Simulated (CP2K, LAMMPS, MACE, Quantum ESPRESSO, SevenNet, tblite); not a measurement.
**Which site? Si in place of C in amorphous carbon (123 atoms), by several methods**

At which of several sites of amorphous carbon (123 atoms) does Si in place of C cost least, and do cheaper methods find the same site as plane waves?

The results are calculated values.

## 1. The cell

The cell holds 123 atoms (123 C), with edges of 11.14, 11.14 and 11.14 Å. Recipe: 123 atoms (123 C) placed at random at 1.77 g/cm³, melted at 6000 K for 10 ps at fixed volume with the LCBOP (Los and Fasolino, Phys. Rev. B 68, 024107 (2003)). Quenched from 6000 K to 500 K at 120 K/ps and fixed volume, held 5 ps, then minimised at fixed cell. Then the atoms were relaxed with SevenNet 0 in the fixed cell.

## 2. The reference input

Quantum ESPRESSO 7.5: Kohn-Sham DFT, PBE, SSSP efficiency 1.3.0 pseudopotentials, plane waves. Its input, pw.in, for the unchanged cell:

```
&control
  calculation = 'scf'
  pseudo_dir = './pseudo'
  outdir = './tmp'
  disk_io = 'none'
  tprnfor = .true.
  tstress = .true.
/
&system
  ibrav = 0
  nat = 123
  ntyp = 1
  ecutwfc = 45
  ecutrho = 360
  nosym = .true.
  occupations = 'smearing'
  smearing = 'fd'
  degauss = 0.003675
/
&electrons
  conv_thr = 6.2e-07
  electron_maxstep = 100
  mixing_beta = 0.2
  mixing_mode = 'local-TF'
  diagonalization = 'david'
/
ATOMIC_SPECIES
C 12.011 C.upf
CELL_PARAMETERS angstrom
11.14320 0.00000 0.00000
0.00000 11.14320 0.00000
0.00000 0.00000 11.14320
ATOMIC_POSITIONS crystal
C 0.98311 0.56428 0.46312
C 0.57937 0.40008 0.78391
C 0.50422 0.40947 0.99746
C 0.84044 0.87641 0.42546
[... 117 atom lines left out ...]
C 0.25713 0.27741 0.13024
C 0.37354 0.02128 0.69543
K_POINTS gamma
```

```console
$ OMP_NUM_THREADS=1 mpirun -np 4 pw.x -in pw.in > output.txt
```

The job ended after 2.7 min (4 MPI ranks of Arm Neoverse V1, shared host; peak memory 4.1 GiB; 11 min of CPU time).

It converged with an r.m.s. force component of 0.66 eV/Å and a pressure of -3.9 GPa.

## 3. Levels of theory

The levels share the cells and solve them as single points, though not every level runs every cell. CPU time is summed over a level's finished runs, on a host shared with the other runs, so it is rough; the force column is the median over cells of the r.m.s. difference of force components from the reference.

```
                level                      basis or training data  k-points  runs finished  CPU time  peak memory (GiB)  force difference (meV/Å)
              QE, PBE     plane waves, SSSP efficiency, 45/360 Ry         Γ         4 of 4    48 min                4.2                 reference
CP2K double zeta, PBE  DZVP-MOLOPT-SR, GTH-PBE potentials, 450 Ry         Γ         3 of 3    28 min                3.7                        51
      tblite GFN1-xTB  tight binding with its own dispersion term         Γ         3 of 3      14 s               0.13                       333
    MACE MPA-0 medium          trained on PBE(+U) plane-wave data         -         4 of 4      43 s                1.4                       612
           SevenNet 0          trained on PBE(+U) plane-wave data         -         4 of 4      39 s                1.2                       666
```

The reference's own r.m.s. force component runs from 657 to 692 meV/Å over these cells. SevenNet 0 relaxed the atoms, so in the cells that it relaxed its own forces are small, and its entry isn't an independent test there.

## 4. The sites

Each changed cell was relaxed with SevenNet 0 before the single points. Neighbours are the site's nearest atoms before the change.

| site | nearest atoms | their mean distance (Å) | atoms within 6 Å | largest move on relaxing (Å) | longest force left in the reference (eV/Å) |
| --- | --- | --- | --- | --- | --- |
| C26 | C2 | 1.48 | 71 | 0.49 | 2.81 |
| C48 | C4 | 1.61 | 88 | 0.60 | 3.31 |
| C73 | C3 | 1.45 | 86 | 0.84 | 2.77 |

## 5. Site energies

All changed cells hold the same atoms, so within one level their energies compare with no chemical potential. Energies in eV, less that of C26, the reference's cheapest site; the last column is the largest deviation from the reference once each row's mean is taken off.

| level | C26 | C48 | C73 | cheapest | largest deviation |
| --- | --- | --- | --- | --- | --- |
| QE, PBE | 0.00 | 0.69 | 2.61 | C26 | - |
| CP2K double zeta, PBE | 0.00 | 0.71 | 2.60 | C26 | 0.01 |
| tblite GFN1-xTB | 0.00 | 0.94 | 2.65 | C26 | 0.15 |
| MACE MPA-0 medium | 0.00 | 0.67 | 1.54 | C26 | 0.70 |
| SevenNet 0 | 0.00 | 0.40 | 1.53 | C26 | 0.62 |

## 6. What came out

In the reference the cheapest site is C26 (C2) and the dearest C73 (C3), 2.6 eV higher. All 4 other levels pick the same cheapest site, and all give the whole order. CP2K double zeta, PBE follows the reference most closely (0.01 eV at worst) and MACE MPA-0 medium least (0.70 eV).

The other programs at PBE deviate by 0.01 eV at most, the learned potentials by 0.62 to 0.70 eV.

Caveats: The geometries are those of SevenNet 0; forces of up to 3.3 eV/Å remain in the reference, so relaxing in DFT would lower the energies, by amounts that can differ from site to site and can change the order. For SevenNet 0 alone these are relaxed energies. Defects interact with their periodic images. Only 3 of the 123 C sites are compared. Learned potentials don't solve for electrons, so the charge or spin state of a defect can't be set in them. The quench rate of 120 K/ps is many orders above laboratory rates, so the cell is likely richer in defects and strain than a real sample. The reference samples only Γ, in a cell whose shortest periodic width is 11 Å. The reference isn't exact: its cutoffs and mesh weren't converged further here. Where levels are smeared, the DFT runs use Fermi–Dirac occupations at 580 K (0.05 eV), and energies are free energies.

[Logs are printed without paths, hosts, clocks, repeated set-up lines and the standing remarks that a program may print on its own settings, such as how far it seeks lower states.]

[Hosts, paths, dates, database ids (printed as entryN), source tags and the programs' standing remarks are cut or masked in the printed files.]
